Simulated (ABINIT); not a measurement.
# Quasiparticle gap of BiOBr (P4/nmm) in ABINIT, part 2 of 3

Aim: the G0W0 gap of BiOBr (P4/nmm) on PBEsol, step by step.

ABINIT 10.8.3; PBEsol and many-body steps on it, plane waves. Known limits of the many-body steps: not at the basis limit; no spin-orbit coupling; coarse k mesh.

So far. Step 2 (Ground state): The gap is indirect, with the least direct gap 0.13 eV higher.

The database entry behind the starting cell differs from later determinations by our own check (0.1 to 0.3 % short, probably kX units), so it need not match the best structure at ambient conditions.

## (3) Bands along the symmetry lines

Level of this step: DFT, PBEsol, plane waves, norm-conserving pseudopotentials (ABINIT).

The cheap functional maps the bands first; the places of the edges decide which points the dearer methods must see.

Input file run.abi:

```
acell 3*1.0 Angstrom
rprim 
  3.916000000000 0.000000000000 0.000000000000
  0.000000000000 3.916000000000 0.000000000000
  0.000000000000 0.000000000000 8.077000000000
ntypat 3
znucl 83 35 8
natom 6
typat 1 1 2 2 3 3
xred 
  0.000000000000 0.500000000000 0.154000000000
  0.500000000000 0.000000000000 0.846000000000
  0.000000000000 0.500000000000 0.653000000000
  0.500000000000 0.000000000000 0.347000000000
  0.000000000000 0.000000000000 0.000000000000
  0.500000000000 0.500000000000 0.000000000000
pp_dirpath "pseudos"
pseudos "Bi.upf, Br.upf, O.upf"
ecut 42
iscf -2
irdden 1
kptopt 0
nkpt 75
kpt 
  0.00000000 0.00000000 0.00000000
  0.00000000 0.06250000 0.00000000
  0.00000000 0.12500000 0.00000000
  0.00000000 0.18750000 0.00000000
  0.00000000 0.25000000 0.00000000
  0.00000000 0.31250000 0.00000000
  0.00000000 0.37500000 0.00000000
  0.00000000 0.43750000 0.00000000
  0.00000000 0.50000000 0.00000000
  0.06250000 0.50000000 0.00000000
  0.12500000 0.50000000 0.00000000
  0.18750000 0.50000000 0.00000000
  0.25000000 0.50000000 0.00000000
  0.31250000 0.50000000 0.00000000
  0.37500000 0.50000000 0.00000000
  0.43750000 0.50000000 0.00000000
  0.50000000 0.50000000 0.00000000
  0.43750000 0.43750000 0.00000000
  0.37500000 0.37500000 0.00000000
  0.31250000 0.31250000 0.00000000
  0.25000000 0.25000000 0.00000000
  0.18750000 0.18750000 0.00000000
  0.12500000 0.12500000 0.00000000
  0.06250000 0.06250000 0.00000000
  0.00000000 0.00000000 0.00000000
  0.00000000 0.00000000 0.06250000
  0.00000000 0.00000000 0.12500000
  0.00000000 0.00000000 0.18750000
  0.00000000 0.00000000 0.25000000
  0.00000000 0.00000000 0.31250000
  0.00000000 0.00000000 0.37500000
  0.00000000 0.00000000 0.43750000
  0.00000000 0.00000000 0.50000000
  0.00000000 0.06250000 0.50000000
  0.00000000 0.12500000 0.50000000
  0.00000000 0.18750000 0.50000000
  0.00000000 0.25000000 0.50000000
  0.00000000 0.31250000 0.50000000
  0.00000000 0.37500000 0.50000000
  0.00000000 0.43750000 0.50000000
  0.00000000 0.50000000 0.50000000
  0.06250000 0.50000000 0.50000000
  0.12500000 0.50000000 0.50000000
  0.18750000 0.50000000 0.50000000
  0.25000000 0.50000000 0.50000000
  0.31250000 0.50000000 0.50000000
  0.37500000 0.50000000 0.50000000
  0.43750000 0.50000000 0.50000000
  0.50000000 0.50000000 0.50000000
  0.43750000 0.43750000 0.50000000
  0.37500000 0.37500000 0.50000000
  0.31250000 0.31250000 0.50000000
  0.25000000 0.25000000 0.50000000
  0.18750000 0.18750000 0.50000000
  0.12500000 0.12500000 0.50000000
  0.06250000 0.06250000 0.50000000
  0.00000000 0.00000000 0.50000000
  0.00000000 0.50000000 0.00000000
  0.00000000 0.50000000 0.06250000
  0.00000000 0.50000000 0.12500000
  0.00000000 0.50000000 0.18750000
  0.00000000 0.50000000 0.25000000
  0.00000000 0.50000000 0.31250000
  0.00000000 0.50000000 0.37500000
  0.00000000 0.50000000 0.43750000
  0.00000000 0.50000000 0.50000000
  0.50000000 0.50000000 0.00000000
  0.50000000 0.50000000 0.06250000
  0.50000000 0.50000000 0.12500000
  0.50000000 0.50000000 0.18750000
  0.50000000 0.50000000 0.25000000
  0.50000000 0.50000000 0.31250000
  0.50000000 0.50000000 0.37500000
  0.50000000 0.50000000 0.43750000
  0.50000000 0.50000000 0.50000000
istwfk *1
nband 53
nbdbuf 2
tolwfr 1e-08
nstep 40
prtwf 0
prtvol 0
indata_prefix "in"
outdata_prefix "out"
tmpdata_prefix "tmp"
```

Command:

```sh
$ OMP_NUM_THREADS=1 mpirun -n 8 abinit run.abi > log
```

Numbers of over 12 decimals in the logs are rounded to 6 here.

The program printed:

```text
.Version 10.8.3 of ABINIT. v10.8.2 released Aug 2026.

 Symmetries : space group P4/n m m (#129); Bravais tP (primitive tetrag.)
[... echo of the input left out ...]
== DATASET  1 ==================================================================
-   mpi_nproc: 8, omp_nthreads: 1 (-1 if OMP is not activated)

--- !DatasetInfo
iteration_state: {dtset: 1, }
dimensions: {natom: 6, nkpt: 75, mband: 53, nsppol: 1, nspinor: 1, nspden: 1, mpw: 10910, }
cutoff_energies: {ecut:  42.0, pawecutdg:  -1.0, }
electrons: {nelect:   9.20000000E+01, charge:   0.00000000E+00, occopt:   1.00000000E+00, tsmear:   1.00000000E-02, }

 Real(R)+Recip(G) space primitive vectors, cartesian coordinates (Bohr,Bohr^-1):
 R(1)=  7.4001675  0.0000000  0.0000000  G(1)=  0.1351321  0.0000000  0.0000000
 R(2)=  0.0000000  7.4001675  0.0000000  G(2)=  0.0000000  0.1351321  0.0000000
 R(3)=  0.0000000  0.0000000 15.2633179  G(3)=  0.0000000  0.0000000  0.0655166
 Unit cell volume ucvol=  8.3585713E+02 bohr^3
 Angles (23,13,12)=  9.00000000E+01  9.00000000E+01  9.00000000E+01 degrees

 getcut: wavevector=  0.0000  0.0000  0.0000  ngfft=  45  45  90
         ecut(hartree)=     42.000   => boxcut(ratio)=   2.02117

--- Pseudopotential description ------------------------------------------------
- Bi Generated using ONCVPSP code by D. R. Hamann
- 83.00000  23.00000  180301                  znucl, zion, pspdat
12 -116133 2 -1 1472                          pspcod,pspxc,lmax,lloc,mmax
     nproj     2     2     2
  pspatm : epsatm=   28.42398882
         --- l  ekb(1:nproj) -->
             0   17.099263    2.333947
             1    7.134189    1.181075
             2    3.367336    0.414803
 pspatm: atomic psp has been read  and splines computed

- Br Generated using ONCVPSP code by D. R. Hamann
- 35.00000  17.00000  180301                  znucl, zion, pspdat
12 -116133 2 -1 1098                          pspcod,pspxc,lmax,lloc,mmax
     nproj     2     2     2
  pspatm : epsatm=   31.49815384
         --- l  ekb(1:nproj) -->
[...]
pspatm: atomic psp has been read  and splines computed

- O Generated using ONCVPSP code by D. R. Hamann
-  8.00000   6.00000  180301                  znucl, zion, pspdat
12 -116133 2 -1 936                           pspcod,pspxc,lmax,lloc,mmax
     nproj     2     2     1
  pspatm : epsatm=    6.20179097
         --- l  ekb(1:nproj) -->
[...]
2   -1.335834
 pspatm: atomic psp has been read  and splines computed

--------------------------------------------------------------------------------

================================================================================
 prteigrs : about to open file out_EIG
 Non-SCF case, kpt    1 (  0.00000  0.00000  0.00000), residuals and eigenvalues=
  8.91E-09  7.73E-09  3.83E-09  3.48E-09  4.26E-09  7.04E-09  4.34E-09  7.85E-09
[...]
7.8621E-02  7.8621E-02  1.1006E-01  1.1006E-01  1.2533E-01  1.2533E-01
  1.5440E-01  1.5440E-01  1.5851E-01  1.5851E-01  3.4274E-01  3.4274E-01
[...]
--- !ResultsGS
iteration_state: {dtset: 1, }
comment   : Summary of ground state results
lattice_vectors:
- [  7.4001675,   0.0000000,   0.0000000, ]
- [  0.0000000,   7.4001675,   0.0000000, ]
- [  0.0000000,   0.0000000,  15.2633179, ]
lattice_lengths: [   7.40017,    7.40017,   15.26332, ]
lattice_angles: [ 90.000,  90.000,  90.000, ] # degrees, (23, 13, 12)
lattice_volume:   8.3585713E+02
convergence: {deltae:  0.000E+00, res2:  0.000E+00, residm:  9.982E-09, diffor:  0.000E+00, }
etotal    :  -7.67762495E+02
entropy   :   0.00000000E+00
fermie    :   1.94946013E-01
cartesian_stress_tensor: null
pressure_GPa: null
xred      :
- [  0.0000E+00,   5.0000E-01,   1.5400E-01, Bi]
- [  5.0000E-01,   0.0000E+00,   8.4600E-01, Bi]
- [  0.0000E+00,   5.0000E-01,   6.5300E-01, Br]
- [  5.0000E-01,   0.0000E+00,   3.4700E-01, Br]
- [  0.0000E+00,   0.0000E+00,   0.0000E+00,  O]
- [  5.0000E-01,   5.0000E-01,   0.0000E+00,  O]
cartesian_forces: null
force_length_stats: {min: null, max: null, mean: null, }

 Integrated electronic density in atomic spheres:
 ------------------------------------------------
 Atom  Sphere_radius  Integrated_density
[...]
================================================================================

 ----iterations are completed or convergence reached----

 Mean square residual over all n,k,spin=   51.220E-10; max=  99.817E-10
 reduced coordinates (array xred) for    6 atoms
[...]
0.000000000000      0.000000000000      0.000000000000
       0.500000000000      0.500000000000      0.000000000000

 cartesian coordinates (angstrom) at end:
    1      0.000000     1.958000     1.243858
    2      1.958000     0.000000     6.833142
    3      0.000000     1.958000     5.274281
    4      1.958000     0.000000     2.802719
    5      0.000000     0.000000     0.000000
    6      1.958000     1.958000     0.000000
 length scales=  1.889726125908  1.889726125908  1.889726125908 bohr
              =  1.000000000000  1.000000000000  1.000000000000 angstroms
 prteigrs : about to open file out_EIG
 Eigenvalues (hartree) for nkpt=  75  k points:
 kpt#   1, nband= 53, wtk=  1.00000, kpt=  0.0000  0.0000  0.0000 (reduced coord)
[...]
kpt#   2, nband= 53, wtk=  1.00000, kpt=  0.0000  0.0625  0.0000 (reduced coord)
[...]
kpt#   3, nband= 53, wtk=  1.00000, kpt=  0.0000  0.1250  0.0000 (reduced coord)
[...]
kpt#  74, nband= 53, wtk=  1.00000, kpt=  0.5000  0.5000  0.4375 (reduced coord)
[...]
0.39068    0.39068    0.40612    0.40612    0.55557
 kpt#  75, nband= 53, wtk=  1.00000, kpt=  0.5000  0.5000  0.5000 (reduced coord)
[...]
-0.17646   -0.17646    0.02450    0.02450    0.07862    0.07862    0.11006    0.11006
   0.12533    0.12533    0.15440    0.15440    0.15851    0.15851    0.34274    0.34274
   0.39097    0.39097    0.40500    0.40500    0.55774

== END DATASET(S) ==============================================================
================================================================================

 -outvars: echo values of variables after computation  --------
            nband          53
             nkpt          75
          spgroup         129
 [... the other variables as echoed above ...]

 Calculation completed.
```

Wall time 3.7 min (8 MPI ranks of Intel Xeon Platinum 8488C (Sapphire Rapids), shared host); peak memory 1.4 GiB; 30 min of CPU time.

Numbers from this step:

```
gap                        : 2.096 eV
k of the valence top       : 0, 0.375, 0.5
k of the conduction bottom : 0, 0, 0.4375
least direct gap           : 2.277 eV
```

The gap is 2.096 eV, −0.054 eV from the run before at this level.

The electronic bands at the labelled points (eV, zero at the top of the highest filled band):

| point | band 43 | band 44 | band 45 | band 46 | band 47 | band 48 | band 49 | band 50 |
| --- | --- | --- | --- | --- | --- | --- | --- | --- |
| Γ | -1.07 | -0.80 | -0.80 | -0.72 | 2.29 | 3.22 | 4.90 | 4.90 |
| halfway | -0.65 | -0.55 | -0.35 | -0.16 | 3.86 | 4.13 | 4.17 | 4.66 |
| X | -0.57 | -0.57 | -0.15 | -0.15 | 4.28 | 4.28 | 4.83 | 4.83 |
| halfway | -0.99 | -0.99 | -0.97 | -0.97 | 3.96 | 3.96 | 4.90 | 4.90 |
| M | -1.04 | -1.04 | -0.81 | -0.81 | 3.28 | 3.28 | 5.06 | 5.06 |
| halfway | -0.89 | -0.50 | -0.39 | -0.38 | 3.41 | 4.46 | 4.82 | 4.83 |
| Γ | -1.07 | -0.80 | -0.80 | -0.72 | 2.29 | 3.22 | 4.90 | 4.90 |
| halfway | -1.06 | -0.62 | -0.62 | -0.45 | 2.17 | 2.86 | 4.81 | 4.81 |
| Z | -0.96 | -0.49 | -0.49 | -0.18 | 2.10 | 2.43 | 4.72 | 4.72 |
| halfway | -0.92 | -0.53 | -0.44 | -0.24 | 3.64 | 3.92 | 4.74 | 4.77 |
| R | -0.58 | -0.58 | -0.11 | -0.11 | 4.10 | 4.10 | 4.88 | 4.88 |
| halfway | -1.09 | -1.09 | -0.52 | -0.52 | 3.58 | 3.58 | 5.34 | 5.34 |
| A | -1.16 | -1.16 | -1.04 | -1.04 | 3.97 | 3.97 | 5.28 | 5.28 |
| halfway | -1.18 | -1.05 | -0.36 | -0.30 | 3.05 | 4.31 | 5.03 | 5.17 |
| Z | -0.96 | -0.49 | -0.49 | -0.18 | 2.10 | 2.43 | 4.72 | 4.72 |
| jump to X | -0.57 | -0.57 | -0.15 | -0.15 | 4.28 | 4.28 | 4.83 | 4.83 |
| halfway | -0.57 | -0.57 | -0.13 | -0.13 | 4.19 | 4.19 | 4.86 | 4.86 |
| R | -0.58 | -0.58 | -0.11 | -0.11 | 4.10 | 4.10 | 4.88 | 4.88 |
| jump to M | -1.04 | -1.04 | -0.81 | -0.81 | 3.28 | 3.28 | 5.06 | 5.06 |
| halfway | -1.04 | -1.04 | -0.98 | -0.98 | 3.59 | 3.59 | 5.17 | 5.17 |
| A | -1.16 | -1.16 | -1.04 | -1.04 | 3.97 | 3.97 | 5.28 | 5.28 |

## (4) Empty states on the mesh, 4×4×2 mesh, 359 bands

The sums over transitions need many empty states on a uniform mesh; this step solves for them.

Input file run.abi:

```
acell 3*1.0 Angstrom
rprim 
  3.916000000000 0.000000000000 0.000000000000
  0.000000000000 3.916000000000 0.000000000000
  0.000000000000 0.000000000000 8.077000000000
ntypat 3
znucl 83 35 8
natom 6
typat 1 1 2 2 3 3
xred 
  0.000000000000 0.500000000000 0.154000000000
  0.500000000000 0.000000000000 0.846000000000
  0.000000000000 0.500000000000 0.653000000000
  0.500000000000 0.000000000000 0.347000000000
  0.000000000000 0.000000000000 0.000000000000
  0.500000000000 0.500000000000 0.000000000000
pp_dirpath "pseudos"
pseudos "Bi.upf, Br.upf, O.upf"
ecut 42
ngkpt 4 4 2
nshiftk 1
shiftk 0 0 0
kptopt 1
chksymbreak 0
iscf -2
irdden 1
istwfk *1
nband 359
nbdbuf 32
tolwfr 1e-09
nstep 60
prtvol 0
indata_prefix "in"
outdata_prefix "out"
tmpdata_prefix "tmp"
```

The program printed:

```text
.Version 10.8.3 of ABINIT. v10.8.2 released Aug 2026.

 Symmetries : space group P4/n m m (#129); Bravais tP (primitive tetrag.)
[... echo of the input left out ...]
== DATASET  1 ==================================================================
-   mpi_nproc: 8, omp_nthreads: 1 (-1 if OMP is not activated)
-    --> not optimal distribution: autoparal keyword recommended in input file <--

--- !DatasetInfo
iteration_state: {dtset: 1, }
dimensions: {natom: 6, nkpt: 12, mband: 359, nsppol: 1, nspinor: 1, nspden: 1, mpw: 10904, }
cutoff_energies: {ecut:  42.0, pawecutdg:  -1.0, }
electrons: {nelect:   9.20000000E+01, charge:   0.00000000E+00, occopt:   1.00000000E+00, tsmear:   1.00000000E-02, }

 Real(R)+Recip(G) space primitive vectors, cartesian coordinates (Bohr,Bohr^-1):
 R(1)=  7.4001675  0.0000000  0.0000000  G(1)=  0.1351321  0.0000000  0.0000000
 R(2)=  0.0000000  7.4001675  0.0000000  G(2)=  0.0000000  0.1351321  0.0000000
 R(3)=  0.0000000  0.0000000 15.2633179  G(3)=  0.0000000  0.0000000  0.0655166
 Unit cell volume ucvol=  8.3585713E+02 bohr^3
 Angles (23,13,12)=  9.00000000E+01  9.00000000E+01  9.00000000E+01 degrees

 getcut: wavevector=  0.0000  0.0000  0.0000  ngfft=  45  45  90
         ecut(hartree)=     42.000   => boxcut(ratio)=   2.02117

--- Pseudopotential description ------------------------------------------------
- Bi Generated using ONCVPSP code by D. R. Hamann
- 83.00000  23.00000  180301                  znucl, zion, pspdat
12 -116133 2 -1 1472                          pspcod,pspxc,lmax,lloc,mmax
     nproj     2     2     2
  pspatm : epsatm=   28.42398882
         --- l  ekb(1:nproj) -->
             0   17.099263    2.333947
             1    7.134189    1.181075
             2    3.367336    0.414803
 pspatm: atomic psp has been read  and splines computed

- Br Generated using ONCVPSP code by D. R. Hamann
- 35.00000  17.00000  180301                  znucl, zion, pspdat
12 -116133 2 -1 1098                          pspcod,pspxc,lmax,lloc,mmax
     nproj     2     2     2
  pspatm : epsatm=   31.49815384
         --- l  ekb(1:nproj) -->
[...]
pspatm: atomic psp has been read  and splines computed

- O Generated using ONCVPSP code by D. R. Hamann
-  8.00000   6.00000  180301                  znucl, zion, pspdat
12 -116133 2 -1 936                           pspcod,pspxc,lmax,lloc,mmax
     nproj     2     2     1
  pspatm : epsatm=    6.20179097
         --- l  ekb(1:nproj) -->
[...]
2   -1.335834
 pspatm: atomic psp has been read  and splines computed

--------------------------------------------------------------------------------

================================================================================
 prteigrs : about to open file out_EIG
 Non-SCF case, kpt    1 (  0.00000  0.00000  0.00000), residuals and eigenvalues=
[...]
5.60E-04  1.05E-04  5.68E-05  2.43E-04  7.57E-04  6.66E-04  2.50E-03
 -5.4113E+00 -5.4113E+00 -3.1342E+00 -3.1342E+00 -3.1338E+00 -3.1338E+00
 -3.1338E+00 -3.1338E+00 -1.9801E+00 -1.9801E+00 -1.9801E+00 -1.9801E+00
 -1.9792E+00 -1.9792E+00 -1.9792E+00 -1.9792E+00 -1.9788E+00 -1.9788E+00
[...]
3.6803E+00  3.6896E+00  3.6896E+00  3.7071E+00  3.7083E+00  3.7192E+00
  3.7459E+00  3.7507E+00  3.7516E+00  3.7519E+00  3.7527E+00  3.7576E+00
  3.7728E+00  3.7735E+00  3.7766E+00  3.7908E+00  3.7980E+00
 prteigrs : prtvol=0 or 1, do not print more k-points.

--- !ResultsGS
iteration_state: {dtset: 1, }
comment   : Summary of ground state results
lattice_vectors:
- [  7.4001675,   0.0000000,   0.0000000, ]
- [  0.0000000,   7.4001675,   0.0000000, ]
- [  0.0000000,   0.0000000,  15.2633179, ]
lattice_lengths: [   7.40017,    7.40017,   15.26332, ]
lattice_angles: [ 90.000,  90.000,  90.000, ] # degrees, (23, 13, 12)
lattice_volume:   8.3585713E+02
convergence: {deltae:  0.000E+00, res2:  0.000E+00, residm:  9.984E-10, diffor:  0.000E+00, }
etotal    :  -7.67762495E+02
entropy   :   0.00000000E+00
fermie    :   1.94946013E-01
cartesian_stress_tensor: null
pressure_GPa: null
xred      :
- [  0.0000E+00,   5.0000E-01,   1.5400E-01, Bi]
- [  5.0000E-01,   0.0000E+00,   8.4600E-01, Bi]
- [  0.0000E+00,   5.0000E-01,   6.5300E-01, Br]
- [  5.0000E-01,   0.0000E+00,   3.4700E-01, Br]
- [  0.0000E+00,   0.0000E+00,   0.0000E+00,  O]
- [  5.0000E-01,   5.0000E-01,   0.0000E+00,  O]
cartesian_forces: null
force_length_stats: {min: null, max: null, mean: null, }

 Integrated electronic density in atomic spheres:
 ------------------------------------------------
 Atom  Sphere_radius  Integrated_density
[...]
================================================================================

 ----iterations are completed or convergence reached----

 Mean square residual over all n,k,spin=   43.055E-11; max=  99.845E-11
 reduced coordinates (array xred) for    6 atoms
[...]
0.000000000000      0.000000000000      0.000000000000
       0.500000000000      0.500000000000      0.000000000000

 cartesian coordinates (angstrom) at end:
    1      0.000000     1.958000     1.243858
    2      1.958000     0.000000     6.833142
    3      0.000000     1.958000     5.274281
    4      1.958000     0.000000     2.802719
    5      0.000000     0.000000     0.000000
    6      1.958000     1.958000     0.000000
 length scales=  1.889726125908  1.889726125908  1.889726125908 bohr
              =  1.000000000000  1.000000000000  1.000000000000 angstroms
 prteigrs : about to open file out_EIG
 Eigenvalues (hartree) for nkpt=  12  k points:
 kpt#   1, nband=359, wtk=  0.03125, kpt=  0.0000  0.0000  0.0000 (reduced coord)
[...]
3.64368    3.65520    3.65520    3.65934    3.66383    3.67409    3.68028    3.68964
   3.68964    3.70715    3.70828    3.71923    3.74594    3.75070    3.75163    3.75189
   3.75275    3.75758    3.77281    3.77347    3.77661    3.79081    3.79797
 prteigrs : prtvol=0 or 1, do not print more k-points.

== END DATASET(S) ==============================================================
================================================================================

 -outvars: echo values of variables after computation  --------
            nband         359
             nkpt          12
          spgroup         129
 [... the other variables as echoed above ...]

 Calculation completed.
```

It took 17 min on 8 MPI ranks; peak memory 1.4 GiB; 2.2 h of CPU time.

This step gave:

* gap: 2.211 eV
* k of the valence top: 0.5, 0, 0.5
* k of the conduction bottom: 0, 0, 0.5
* least direct gap: 2.277 eV
* k points computed: 12
* lowest point of the top converged band, above the valence top: 90.7935 eV

On this mesh the gap is 2.211 eV. The earlier step found 2.150 eV, so this mesh misses an edge.

(Part 2 of 3 ends here.)

[Paths, hosts, dates, memory and timing lines, banners, echoed tables and standing remarks are left out of the program output.]

[Logs are printed without paths, hosts, clocks, repeated set-up lines and the standing remarks that a program may print on its own settings, such as how far it seeks lower states.]

[Runs of the session that timed out or met a known fault of the program may be left out.]

[Hosts, paths, dates, database ids (printed as entryN), source tags and the programs' standing remarks are cut or masked in the printed files.]

[G0W0 gaps are taken among the corrected bands and points alone; a level outside them can change the order at an edge.]

[Where Ansatz stands beside ABINIT at settings called matched, ABINIT's density can come from a denser mesh and the files from another edition; pairs whose starting gaps differed by over 0.03 eV were left out, so agreement reads better than it is.]
